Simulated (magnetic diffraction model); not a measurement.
**Magnetic neutron pattern of CeAsS₄**

Space group P3_221 (no. 154), a = 8.6530 Å, c = 7.5760 Å.

```csv
site,atom,x,y,z
3a,Ce,0.5021,0.5021,0
3b,As,0.5146,0.5146,1/2
6c,S,0.1385,0.4419,0.9864
6c,S,0.1364,0.6825,0.6889
```

This is a made-up structure (elements placed in a structure type, unrelaxed), so the numbers test the method and describe no known phase.

Only Ce is taken to order (form factors of Ce3+); orders and moment sizes are assumed, and not adapted to the symmetry. Radiation: neutrons of λ = 2.0775 Å, 2° to 35°; isotropic B of 0.35 Å² (Ce), 0.42 Å² (As) and 0.68 Å² (S). The intensities are simulated: I ∝ L Σ (|F_N|² + |F_M⊥|²) for unpolarised neutrons, with F_M = 2.695 fm/μB × Σ f(s) S exp(2πi Q·r) exp(−B s²) at Q = H ± k (one set where k and −k are equivalent), only the part normal to Q counting and L = 1/(sin²θ cos θ). For a modulated order the moment at position r is S exp(−2πi k·r) + c.c., with S = m/2 for a sine wave of amplitude m and S = m(u + iv)/2 for moments turning in a plane, u and v being orthogonal unit vectors in it; the phase factor of the sum at Q = H + k is then exp(2πi H·r). Form factors are spin-only for 3d ions and dipole or tabulated for f ions, scattering lengths are Sears's of 1992, and absorption is left out. A label names one of the reflections at its angle. The strongest nuclear line in the range is 100, and lines under 0.2 are left out.

Assume the order k = (1/3 1/3 0), moments turning in the plane of [100] and [001], 0.51 μB on Ce; signs + at (0.5021, 0.5021, 0), − at (0, 0.4979, 1/3), − at (0.4979, 0, 2/3).

Q: Where does magnetic intensity appear, and how strong is it?

| 2θ (°) | index | nuclear | magnetic |
| --- | --- | --- | --- |
| 9.18 | (1/3 1/3 0) | 0.0 | 0.6 |
| 15.94 | (1 0 0) | 100.0 | 0.0 |
| 18.27 | (1/3 1/3 1) | 0.0 | 0.9 |
| 18.42 | (2/3 2/3 0) | 0.0 | 1.3 |
| 22.49 | (1 0 1) | 17.3 | 0.0 |
| 27.78 | (1 1 0) | 22.9 | 0.0 |
| 29.22 | (4/3 1/3 1) | 0.0 | 0.8 |
| 32.10 | (1 1 1) | 34.2 | 0.0 |
| 32.19 | (2 0 0) | 77.6 | 0.0 |
| 33.20 | (1/3 1/3 2) | 0.0 | 0.2 |

The strongest magnetic line in the range is (2/3 2/3 0) at 18.42° (1.3). On top of the Lorentz factor, which all lines share, magnetic lines fade with angle because f falls: for Ce3+ it is 0.96, 0.86, 0.71 and 0.43 at sin θ/λ = 0.1, 0.2, 0.3 and 0.5 Å⁻¹, while nuclear lengths stay constant. The order has no net moment.

[Logs are printed without paths, hosts, clocks, repeated set-up lines and the standing remarks that a program may print on its own settings, such as how far it seeks lower states.]
